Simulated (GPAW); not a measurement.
# Collinear magnetic orders of MnGa7As8 (GaAs32 Mn2 d6p92) with GPAW, part 2 of 2

Does MnGa7As8 (GaAs32 Mn2 d6p92) prefer parallel or opposed moments, or none?

GPAW 26.7.0; PBE; plane waves with GPAW's PAW setups, scalar-relativistic.

So far. Step 2 (Run 1 (ferro ++)): After 32 cycles the largest moment stands at 3.59 μB.

### Step 3. Run 2 (antiferro +-)

An opposed order shows whether the pairs that it reverses prefer unlike signs.

File order2.py:

```python
import json
import numpy as np
from ase import Atoms
from ase.parallel import paropen, parprint
from gpaw import GPAW

atoms = Atoms(['Mn', 'As', 'Ga', 'As', 'Ga', 'As', 'Ga', 'As', 'Ga', 'As', 'Ga', 'As', 'Ga', 'As', 'Ga', 'As', 'Ga', 'As', 'Ga', 'As', 'Ga', 'As', 'Ga', 'As', 'Ga', 'As', 'Mn', 'As', 'Ga', 'As', 'Ga', 'As'],
    cell=[[11.306, 0.0, 0.0],
         [0.0, 11.306, 0.0],
         [0.0, 0.0, 5.653]],
    scaled_positions=[[0.0, 0.0, 0.0],
         [0.125, 0.125, 0.25],
         [0.0, 0.25, 0.5],
         [0.125, 0.375, 0.75],
         [0.25, 0.0, 0.5],
         [0.375, 0.125, 0.75],
         [0.25, 0.25, 0.0],
         [0.375, 0.375, 0.25],
         [0.0, 0.5, 0.0],
         [0.125, 0.625, 0.25],
         [0.0, 0.75, 0.5],
         [0.125, 0.875, 0.75],
         [0.25, 0.5, 0.5],
         [0.375, 0.625, 0.75],
         [0.25, 0.75, 0.0],
         [0.375, 0.875, 0.25],
         [0.5, 0.0, 0.0],
         [0.625, 0.125, 0.25],
         [0.5, 0.25, 0.5],
         [0.625, 0.375, 0.75],
         [0.75, 0.0, 0.5],
         [0.875, 0.125, 0.75],
         [0.75, 0.25, 0.0],
         [0.875, 0.375, 0.25],
         [0.5, 0.5, 0.0],
         [0.625, 0.625, 0.25],
         [0.5, 0.75, 0.5],
         [0.625, 0.875, 0.75],
         [0.75, 0.5, 0.5],
         [0.875, 0.625, 0.75],
         [0.75, 0.75, 0.0],
         [0.875, 0.875, 0.25]],
    pbc=True,
    magmoms=[4.5, 0.0, 0.0, 0.0, 0.0, 0.0, 0.0, 0.0, 0.0, 0.0, 0.0, 0.0, 0.0, 0.0, 0.0, 0.0, 0.0, 0.0, 0.0, 0.0, 0.0, 0.0, 0.0, 0.0, 0.0, 0.0, -4.5, 0.0, 0.0, 0.0, 0.0, 0.0])
atoms.calc = GPAW(mode={'name': 'pw', 'ecut': 450},
    xc='PBE',
    kpts={'size': (3, 3, 5), 'gamma': True},
    occupations={'name': 'fermi-dirac', 'width': 0.05},
    convergence={'density': 1e-05, 'energy': 1e-05},
    maxiter=200,
    mixer={'name': 'pulay', 'beta': 0.05, 'nmaxold': 6, 'weight': 50},
    symmetry={'tolerance': 1e-4},
    txt='order2.txt')
e = atoms.get_potential_energy(force_consistent=True)
res = {'free_energy': e, 'energy_sigma0': atoms.get_potential_energy(), 'fermi_energy': atoms.calc.get_fermi_level()}
res['moments'] = atoms.get_magnetic_moments().tolist()
res['total'] = atoms.get_magnetic_moment()
parprint('site moments (muB):', np.round(res['moments'], 3))
parprint(f"total moment: {res['total']:.3f} muB")
parprint(f'free energy: {e:.6f} eV')
atoms.calc.write('order2.gpw')
with paropen('results.json', 'w') as f:
    json.dump(res, f)
```

The run is started by

```console
$ OMP_NUM_THREADS=1 mpirun -n 4 gpaw python order2.py > order2.log
```

Numbers of over 12 decimals in the logs are rounded to 6 here.

The program printed:

```text
site moments (muB): [ 3.597e+00 -2.900e-02  1.300e-02  2.000e-03  7.000e-03 -1.000e-03
  7.000e-03 -2.000e-03  3.000e-03  1.000e-03  1.200e-02 -2.900e-02
 -7.000e-03  2.900e-02 -7.000e-03  2.900e-02 -1.200e-02 -1.000e-03
 -3.000e-03 -2.000e-03  7.000e-03 -2.900e-02  7.000e-03  2.000e-03
 -1.300e-02  2.900e-02 -3.597e+00  2.900e-02 -7.000e-03  1.000e-03
 -7.000e-03 -2.900e-02]
total moment: -0.000 muB
free energy: -142.520633 eV

--- order2.txt ---
Input parameters:
  mode=PW(ecut=450),
  convergence={'density': 1e-05, 'energy': 1e-05},
  kpts=MonkhorstPack(size=(3, 3, 5), gamma=True),
  maxiter=200,
  mixer=Pulay(name='pulay', nmaxold=6, beta=0.05, weight=50, sigma=0.015, g_ss=None),
  occupations=Occupations(name='fermi-dirac', width=0.05),
  symmetry=Symmetry(tolerance=0.0001),
  xc=XC(name='PBE')

Diagonalizing LCAO Hamiltonian
Converting LCAO to pw mode
        .---------------------------.
       /|                           |
      / |                           |
     /  |  As            As         |
    /   |       As            As    |
   /  Ga|           Mn              |
  /    As         As As         As  |
 *      .--Ga-------------Ga--------.
 |     / As As         As As       /
 | Ga /      Ga  Ga        Ga     /
 |   Ga Ga    As   Ga Ga    As   /
 |  /As            As           /
 | /      Ga            Ga     /
 |/                           /
 Mn------------Ga------------*

Atoms  # Å, Bohr magnetons
|    | symbol |        x |        y |        z |    initial magnetic moments |
|----|--------|----------|----------|----------|-----------------------------|
|  0 |     Mn | 0.000000 | 0.000000 | 0.000000 | ( 0.0000,  0.0000,  4.5000) |
|  1 |     As | 1.413250 | 1.413250 | 1.413250 | ( 0.0000,  0.0000,  0.0000) |
|  2 |     Ga | 0.000000 | 2.826500 | 2.826500 | ( 0.0000,  0.0000,  0.0000) |
|  3 |     As | 1.413250 | 4.239750 | 4.239750 | ( 0.0000,  0.0000,  0.0000) |
|  4 |     Ga | 2.826500 | 0.000000 | 2.826500 | ( 0.0000,  0.0000,  0.0000) |
|  5 |     As | 4.239750 | 1.413250 | 4.239750 | ( 0.0000,  0.0000,  0.0000) |
|  6 |     Ga | 2.826500 | 2.826500 | 0.000000 | ( 0.0000,  0.0000,  0.0000) |
|  7 |     As | 4.239750 | 4.239750 | 1.413250 | ( 0.0000,  0.0000,  0.0000) |
|  8 |     Ga | 0.000000 | 5.653000 | 0.000000 | ( 0.0000,  0.0000,  0.0000) |
|  9 |     As | 1.413250 | 7.066250 | 1.413250 | ( 0.0000,  0.0000,  0.0000) |
| 10 |     Ga | 0.000000 | 8.479500 | 2.826500 | ( 0.0000,  0.0000,  0.0000) |
| 11 |     As | 1.413250 | 9.892750 | 4.239750 | ( 0.0000,  0.0000,  0.0000) |
| 12 |     Ga | 2.826500 | 5.653000 | 2.826500 | ( 0.0000,  0.0000,  0.0000) |
| 13 |     As | 4.239750 | 7.066250 | 4.239750 | ( 0.0000,  0.0000,  0.0000) |
| 14 |     Ga | 2.826500 | 8.479500 | 0.000000 | ( 0.0000,  0.0000,  0.0000) |
| 15 |     As | 4.239750 | 9.892750 | 1.413250 | ( 0.0000,  0.0000,  0.0000) |
| 16 |     Ga | 5.653000 | 0.000000 | 0.000000 | ( 0.0000,  0.0000,  0.0000) |
| 17 |     As | 7.066250 | 1.413250 | 1.413250 | ( 0.0000,  0.0000,  0.0000) |
| 18 |     Ga | 5.653000 | 2.826500 | 2.826500 | ( 0.0000,  0.0000,  0.0000) |
| 19 |     As | 7.066250 | 4.239750 | 4.239750 | ( 0.0000,  0.0000,  0.0000) |
| 20 |     Ga | 8.479500 | 0.000000 | 2.826500 | ( 0.0000,  0.0000,  0.0000) |
| 21 |     As | 9.892750 | 1.413250 | 4.239750 | ( 0.0000,  0.0000,  0.0000) |
| 22 |     Ga | 8.479500 | 2.826500 | 0.000000 | ( 0.0000,  0.0000,  0.0000) |
| 23 |     As | 9.892750 | 4.239750 | 1.413250 | ( 0.0000,  0.0000,  0.0000) |
| 24 |     Ga | 5.653000 | 5.653000 | 0.000000 | ( 0.0000,  0.0000,  0.0000) |
| 25 |     As | 7.066250 | 7.066250 | 1.413250 | ( 0.0000,  0.0000,  0.0000) |
| 26 |     Mn | 5.653000 | 8.479500 | 2.826500 | ( 0.0000,  0.0000, -4.5000) |
| 27 |     As | 7.066250 | 9.892750 | 4.239750 | ( 0.0000,  0.0000,  0.0000) |
| 28 |     Ga | 8.479500 | 5.653000 | 2.826500 | ( 0.0000,  0.0000,  0.0000) |
| 29 |     As | 9.892750 | 7.066250 | 4.239750 | ( 0.0000,  0.0000,  0.0000) |
| 30 |     Ga | 8.479500 | 8.479500 | 0.000000 | ( 0.0000,  0.0000,  0.0000) |
| 31 |     As | 9.892750 | 9.892750 | 1.413250 | ( 0.0000,  0.0000,  0.0000) |

Unit cell  # Å
| periodic |         x |         y |        z |   lengths |    angles |
|----------|-----------|-----------|----------|-----------|-----------|
|      yes | 11.306000 |  0.000000 | 0.000000 | 11.306000 | 90.000000 |
|      yes |  0.000000 | 11.306000 | 0.000000 | 11.306000 | 90.000000 |
|      yes |  0.000000 |  0.000000 | 5.653000 |  5.653000 | 90.000000 |

Number of symmetries: 2

BZ-sampling:
  Number of BZ points: 45
  Number of IBZ points: 16

  Monkhorst-Pack size: [3, 3, 5]
  Monkhorst-Pack shift: [0, 0, 0]

Plane wave coefficients: 15715
Cutoff: 450.000000 eV

Spin-components: 2 (collinear spins)
Bands:           96
Projectors:      162
Spin-degeneracy: 1
Datatype:        complex128

Parallelization:
  kpt:    4
  domain: 1
  band:   1

Density:
  Valence electrons: 152.0
  Components: 2
  Grid points: [56 56 28]
  Charge: 0.0  # |e|

Potential:
  Grid points: [56 56 28]

[... setups left out ...]
Reference energy: -1787461.155153  # eV

eigensolver:
  PPCG
  Converge bands: occupied
  niter=2

density mixing:
  Pulay-Mixer
  Linear mixing parameters: 0.05
  Old densities: 6
  Fourier metric: weight=50, sigma=0.015

occupation numbers:
  Fermi-Dirac:
    width: 0.0500  # eV

poisson solver:
  ecut: 3600.000000  # eV

xc functional:
  name: PBE with 2 nearest neighbor stencil

convergence criteria:
- Maximum integral of absolute [dens]ity change: 1e-05 electrons / valence electron
- Maximum [total energy] change in last 3 cyles: 1e-05 eV / valence electron
- Maximum integral of absolute [eigenst]ate change: 4e-08 eV^2 / valence electron
maximum number of iterations: 200

SCF iterations
|iter     |      energy | eigst |  dens |  magmom |
|---------|-------------|-------|-------|---------|
|iter:   1|       0s | -143.892840 | -0.01 |       |  +0.0000|
|iter:   2|      26s | -143.366356 | -1.47 | -0.92 |  -0.0000|
|iter:   3|      51s | -142.849481 | -1.88 | -0.96 |  +0.0000|
|iter:   4|      76s | -142.686871 | -1.03 | -1.03 |  -0.0000|
|iter:   5|     101s | -142.576496 | -2.42 | -1.46 |  -0.0000|
|iter:   6|     126s | -142.560249 | -2.79 | -1.49 |  -0.0000|
|iter:   7|     151s | -142.464403 | -2.60 | -1.65 |  +0.0000|
|iter:   8|     177s | -142.482939 | -2.62 | -1.80 |  +0.0000|
|iter:   9|     202s | -142.480990 | -4.18 | -2.30 |  +0.0000|
|iter:  10|     227s | -142.478569 | -3.99 | -2.34 |  -0.0000|
[... 14 iterations left out ...]
|iter:  25|     594s | -142.479831c| -7.92c| -4.32 |  -0.0000|
|iter:  26|     606s | -142.479831c| -7.94c| -4.32 |  +0.0000|
|iter:  27|     619s | -142.479832c| -7.83c| -4.34 |  -0.0000|
|iter:  28|     631s | -142.479831c| -7.86c| -4.46 |  +0.0000|
|iter:  29|     644s | -142.479831c| -8.18c| -4.60 |  +0.0000|
|iter:  30|     656s | -142.479830c| -8.67c| -4.67 |  -0.0000|
|iter:  31|     669s | -142.479830c| -8.31c| -4.71 |  +0.0000|
|iter:  32|     681s | -142.479830c| -8.30c| -4.82 |  +0.0000|
|iter:  33|     694s | -142.479829c| -8.17c| -4.92 |  -0.0000|
|iter:  34|     707s | -142.479829c| -8.18c| -5.18c|  -0.0000|

Converged in 34 steps
Energy contributions relative to reference atoms: (reference = -1787461.155153)

Energy contributions:
  Kinetic:         416.760780
  Coulomb:        -369.803716
  Zero:              0.561273
  External:          0.000000
  Xc:             -189.957363
  Entropy:          -0.081608
  Spinorbit:         0.000000
  ----------------------------
  Free energy:    -142.520633
  Extrapolated:   -142.479829

dipole moment: (-111.966070, -112.165260, -113.738030)  # |e|*Ang

Total magnetic moment: (0.000000, 0.000000, -0.000000)

Local magnetic moments
|        x |        y |         z |
|----------|----------|-----------|
| 0.000000 | 0.000000 |  3.597433 |  # Mn   0
| 0.000000 | 0.000000 | -0.029170 |  # As   1
| 0.000000 | 0.000000 |  0.013132 |  # Ga   2
| 0.000000 | 0.000000 |  0.002173 |  # As   3
| 0.000000 | 0.000000 |  0.007323 |  # Ga   4
| 0.000000 | 0.000000 | -0.000574 |  # As   5
| 0.000000 | 0.000000 |  0.007181 |  # Ga   6
| 0.000000 | 0.000000 | -0.002173 |  # As   7
| 0.000000 | 0.000000 |  0.003242 |  # Ga   8
| 0.000000 | 0.000000 |  0.000574 |  # As   9
| 0.000000 | 0.000000 |  0.011512 |  # Ga  10
| 0.000000 | 0.000000 | -0.029345 |  # As  11
[...]
| 0.000000 | 0.000000 | -0.013132 |  # Ga  24
| 0.000000 | 0.000000 |  0.029170 |  # As  25
| 0.000000 | 0.000000 | -3.597433 |  # Mn  26
| 0.000000 | 0.000000 |  0.029345 |  # As  27
| 0.000000 | 0.000000 | -0.007181 |  # Ga  28
| 0.000000 | 0.000000 |  0.000574 |  # As  29
| 0.000000 | 0.000000 | -0.007323 |  # Ga  30
| 0.000000 | 0.000000 | -0.029345 |  # As  31

Fermi level: 4.808
Eigenvalues  # (at kpt = [0.000, 0.000, 0.000])
| band index |      eig [eV] | occ [0-1] |      eig [eV] | occ [0-1] |
|------------|---------------|-----------|---------------|-----------|
|          0 |       -76.212 |     1.000 |       -76.212 |     1.000 |
|        ... |               |           |               |           |
|         66 |         3.332 |     1.000 |         3.332 |     1.000 |
|         67 |         3.367 |     1.000 |         3.367 |     1.000 |
|         68 |         3.470 |     1.000 |         3.470 |     1.000 |
|         69 |         3.627 |     1.000 |         3.627 |     1.000 |
|         70 |         3.764 |     1.000 |         3.764 |     1.000 |
|         71 |         3.826 |     1.000 |         3.826 |     1.000 |
|         72 |         4.017 |     1.000 |         4.017 |     1.000 |
|         73 |         4.079 |     1.000 |         4.079 |     1.000 |
|         74 |         5.012 |     0.017 |         5.012 |     0.017 |
|         75 |         5.068 |     0.006 |         5.068 |     0.006 |
|         76 |         5.079 |     0.004 |         5.079 |     0.004 |
|         77 |         5.663 |     0.000 |         5.663 |     0.000 |
|         78 |         5.729 |     0.000 |         5.729 |     0.000 |
|         79 |         5.789 |     0.000 |         5.789 |     0.000 |
|         80 |         6.256 |     0.000 |         6.256 |     0.000 |
|         81 |         6.266 |     0.000 |         6.266 |     0.000 |
|        ... |               |           |               |           |
|         95 |         8.157 |     0.000 |         8.157 |     0.000 |

No gap
No difference between direct/indirect transitions
```

The job ended after 12 min (4 MPI ranks of Arm Neoverse V2, shared host; peak memory 2.6 GiB; 50 min of CPU time).

Spin moment in the augmentation sphere by element, in μB:

```tsv
element	atoms	mean	spread (r.m.s.)	least	largest
Mn	2	0.00	3.60	-3.60	3.60
As	16	0.00	0.02	-0.03	0.03
Ga	14	0.00	0.01	-0.01	0.01
```

The atoms farthest from the mean of their element:

```tsv
atom	x, y, z (Å)	spin moment in the augmentation sphere (μB)
Mn1	0.00, 0.00, 0.00	3.60
Mn27	5.65, 8.48, 2.83	-3.60
As16	4.24, 9.89, 1.41	0.03
As12	1.41, 9.89, 4.24	-0.03
As28	7.07, 9.89, 4.24	0.03
As32	9.89, 9.89, 1.41	-0.03
As14	4.24, 7.07, 4.24	0.03
As2	1.41, 1.41, 1.41	-0.03
```

This step gave:

```
magnetization : 0 μB
final state   : antiferromagnetic
```

It lies 84.3 meV a seeded atom over the first start, and its largest moment is 3.60 μB against 3.59 μB.

### Step 4. Energies of the orders

These are free energies at a smearing of 0.05 eV, so its entropy term is in the differences. They are divided by the number of seeded atoms, so that cells of unlike size compare.

Orders:

```tsv
start	final state	typed order kept	energy over the lowest (meV a seeded atom)	largest site moment (μB)	net moment (μB a primitive cell)	mesh matched	CPU time (s)
ferro ++	ferromagnetic	yes	0	3.595	8	yes	2984
antiferro +-	antiferromagnetic	yes	84.32	3.597	0	yes	2978
```

### Step 5. Outcome

* lowest state found: ferromagnetic (typed ferro ++)
* largest site moment: 3.59 μB
* next state: antiferromagnetic, 84.3 meV a seeded atom higher

The lowest state found is ferromagnetic, reached from the start ferro ++, with moments up to 3.59 μB. The next state costs 84 meV a seeded atom. Only 2 starts are shown; other collinear patterns, canted and longer-period orders are not.

[Logs and program files are shortened in this print: banners, set-up blocks, solver, clock and traceback lines can be left out without a mark of their own.]

[Logs are printed without paths, hosts, clocks, repeated set-up lines and the standing remarks that a program may print on its own settings, such as how far it seeks lower states.]

[Hosts, paths, dates, database ids (printed as entryN), source tags and the programs' standing remarks are cut or masked in the printed files.]

[Where a cell is said to come from a database of computed structures, the database is the Materials Project.]

[Lattice constants of own cells that a recipe calls measured were typed without a cited source.]
